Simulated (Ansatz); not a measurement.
**ScZn (Pm-3m): the cell at rest**

Aim: bring ScZn (Pm-3m) to small forces and stress, as phonons need.

Method: DFT PBEsol, scalar-relativistic, plane waves, PAW; PAW set soft_1, in Ansatz 0.2.0.

Most raw output is cut from this account.

## Step 1: The structure

It takes space group Pm-3m (No. 221, cubic). The conventional cell has a = 3.350 Å, b = 3.350 Å, c = 3.350 Å, α = 90.00°, β = 90.00°, γ = 90.00°. Nearest to Sc lie 8 Zn at 2.90 Å. Zn has 8 Sc at 2.90 Å nearest. Farther neighbours are not listed.

## Step 2: Probe on a coarse mesh

First a cheap look: the gap decides the mesh and the occupations, the pressure tells how far the cell has to move.

input.yaml

```yaml
crystal:
  lattice:
    - [3.35, 0.0, 0.0]
    - [0.0, 3.35, 0.0]
    - [0.0, 0.0, 3.35]
  atoms:
    - { symbol: Sc, position: [0.0, 0.0, 0.0] }
    - { symbol: Zn, position: [0.5, 0.5, 0.5] }
kpoints:
  mp_grid: { grid: [6, 6, 6] }
hamiltonian:
  xc: pbesol
  pseudopotentials: { kind: paw, azcp: { folder: soft_1 }, xc_functional: pbe }
scf:
  occupations: { method: gaussian, width: 0.1 }
output:
  forces: true
  stress: true
  eigenvalues: true
```

Run with:

```console
ansatz run input.yaml --threads 4 --pin off --max-ram 10240MiB --backend cpu --events-out ev --progress --plain --runs-dir out
```

The job ended after 0.59 s (4 threads of Arm Neoverse V1, shared host; peak memory 0.3 GiB; 1.5 s of CPU time).

This step gave:

- pressure: -3.409 GPa
- volume per atom: 18.80 Å³
- gap on the k-mesh: 0 eV

The coarse mesh shows no gap and a pressure of -3.4 GPa.

## Step 3: Relaxation

Harmonic phonons are second derivatives at a point where the forces vanish, and they are wanted at zero stress, so atoms and cell are relaxed first.

input.yaml, the sections that differ from step 2:

```yaml
kpoints:
  mp_grid: { grid: [12, 12, 12] }
output:
  forces: true
  stress: true
  eigenvalues: true
  write_density: true
  write_potential: true
  elf: true
  volumetric_format: npy
relax:
  adjacent_minimum: "off"
  f_tol: 0.005
  max_steps: 80
  cell: { stress_tol: 0.05 }
# crystal, hamiltonian, scf: as in step 2
```

Elapsed: 5.6 s, on 4 threads; peak memory 0.38 GiB.

Step by step:

```
step  energy less that of the first step (eV)  largest force component (eV/Å)  pressure (GPa)  volume (Å³)
   1                                   0.0000                          0.0000           -3.34        37.60
   2                                  -0.0098                          0.0000            2.60        34.95
   3                                  -0.0177                          0.0000           -0.17        36.06
   4                                  -0.0178                          0.0000           -0.01        35.99
  5*                                  -0.0174                          0.0000           -0.01        35.99
```

Relaxation steps marked * repeat the geometry before them on a plane-wave basis chosen anew for their cell, so energy and pressure can jump there.

The run keeps the 48 symmetry operations that it works with, so distortions that break them were not tested.

```
conventional cell, symmetrised  before  after  change
                         a (Å)   3.350  3.302  -1.4 %
                         b (Å)   3.350  3.302  -1.4 %
                         c (Å)   3.350  3.302  -1.4 %
              volume (Å³/atom)   18.80  17.99  -4.3 %
```

Final coordinates:

```cif
data_structure
_symmetry_space_group_name_H-M 'P 1'
_symmetry_Int_Tables_number 1
_cell_length_a 3.3016
_cell_length_b 3.3016
_cell_length_c 3.3016
_cell_angle_alpha 90.000
_cell_angle_beta 90.000
_cell_angle_gamma 90.000
_cell_volume 35.99
loop_
_atom_site_label
_atom_site_type_symbol
_atom_site_fract_x
_atom_site_fract_y
_atom_site_fract_z
_atom_site_occupancy
Sc1 Sc 0.00000 0.00000 0.00000 1
Zn2 Zn 0.50000 0.50000 0.50000 1
```

Numbers from this step:

```
pressure        : -0.008118 GPa
volume per atom : 17.99 Å³
```

Valence density in the ac plane at fractional y = 0.000, with atoms of Sc within 0.2 Å of it. It is the smooth field of the valence electrons, not physical close to the nuclei.

Ten even steps from '0' (0.1 e/Å³) to '9' (8.9 e/Å³):
```
98631000000001368
76420000000000246
33200000000000023
11000000000000001
00000000000000000
00000000000000000
00000000000000000
00000000000000000
00000000000000000
00000000000000000
00000000000000000
00000000000000000
11000000000000001
33200000000000023
76420000000000246
98631000000001368
99731000000001379
```
Columns run along a (3.3 Å), rows up along c (3.3 Å). Atoms in or near the plane, at fractional coordinates: Sc at (0.00, 0.00).

ELF in the ac plane at fractional y = 0.000, with atoms of Sc within 0.2 Å of it. It is the smooth field of the valence electrons, not physical close to the nuclei.

Ten even steps from '_' (0.01) to '@' (0.69):
```
..--%%@@##::__..::::..__::##@@%%--
**%%@@@@++..__..----..__..++@@@@%%
@@@@@@##--....--====--....--##@@@@
%%##++--....::==++++==::....--++##
--::......::==********==::......::
______..::==****####****==::..____
......--==****########****==--....
::::--==++**############**++==--::
::::--==++**############**++==--::
......--==****########****==--....
______..::==****####****==::..____
--::......::==********==::......::
%%##++--....::==++++==::....--++##
@@@@@@##--....--====--....--##@@@@
**%%@@@@++..__..----..__..++@@@@%%
..--%%@@##::__..::::..__::##@@%%--
__..**@@%%--__..::::..__--%%@@**..
```
Columns run along a (3.3 Å), rows up along c (3.3 Å). Atoms in or near the plane, at fractional coordinates: Sc at (0.00, 0.00).

Electrostatic potential energy in the ac plane at fractional y = 0.000, with atoms of Sc within 0.2 Å of it. With pseudopotentials it is smooth inside the atoms' cores, unlike the true potential.

Ten even steps from '0' (-45 eV) to '9' (14 eV):
```
00025789999875200
00246889999886420
22457899999987542
55678999999998765
77889999999999887
88899999999999988
99999999999999999
99999999999999999
99999999999999999
99999999999999999
88899999999999988
77889999999999887
55678999999998765
22457899999987542
00246889999886420
00025789999875200
00025789999875200
```
Columns run along a (3.3 Å; values clipped at the 3rd and 97th percentile), rows up along c (3.3 Å). Atoms in or near the plane, at fractional coordinates: Sc at (0.00, 0.00).

In this step the volume went from 18.80 to 17.99 Å³/atom.

## Step 4: Relaxing to small forces for the phonons

Phonons need a cell at rest on their own settings, so the relaxation is repeated with tight tolerances on forces and stress on the k mesh and occupations of the first response run.

input.yaml, the sections that differ from step 3:

```yaml
crystal:
  lattice:
    - [3.301575588, 0.0, 0.0]
    - [0.0, 3.301575588, 0.0]
    - [0.0, 0.0, 3.301575588]
  atoms:
    - { symbol: Sc, position: [0.0, 0.0, 0.0] }
    - { symbol: Zn, position: [0.5, 0.5, 0.5] }
scf:
  occupations: { method: methfessel_paxton, width: 0.2 }
output:
  forces: true
  stress: true
  eigenvalues: true
relax:
  adjacent_minimum: "off"
  f_tol: 0.001
  max_steps: 60
  cell: { stress_tol: 0.01 }
# kpoints, hamiltonian: as in step 3
```

The job ended after 4 s (4 threads; peak memory 0.38 GiB; 14 s of CPU time).

Little changed from the start: no atom moved by 0.005 Å and no cell edge by 0.1 %.

Numbers from this step:

| Property | Result |
| --- | --- |
| pressure | -4.36e-5 GPa |

The forces vanish by symmetry and the pressure is 0.000 GPa, within the tolerances set. The cell now holds 17.99 Å³/atom.

## Step 5: Summary of results

```yaml
space_group_after_relaxation_within_0p01_a: Pm-3m
lattice_constant_a: 3.301 Å
lattice_constant_b: 3.301 Å
lattice_constant_c: 3.301 Å
volume_per_atom: 18.0 Å³
```

**Reading.** The forces vanish by symmetry and the pressure is 0.000 GPa, within the tolerances set. The cell now holds 17.99 Å³/atom. The relaxation keeps the symmetry of its start, so it says nothing on stability against lower symmetry. The runs are without spin polarisation, although the cell has an odd electron count. The PAW files were made for PBE and serve the other functionals too.

[Logs are printed without paths, hosts, clocks, repeated set-up lines and the standing remarks that a program may print on its own settings, such as how far it seeks lower states.]

[Hosts, paths, dates, database ids (printed as entryN), source tags and the programs' standing remarks are cut or masked in the printed files.]
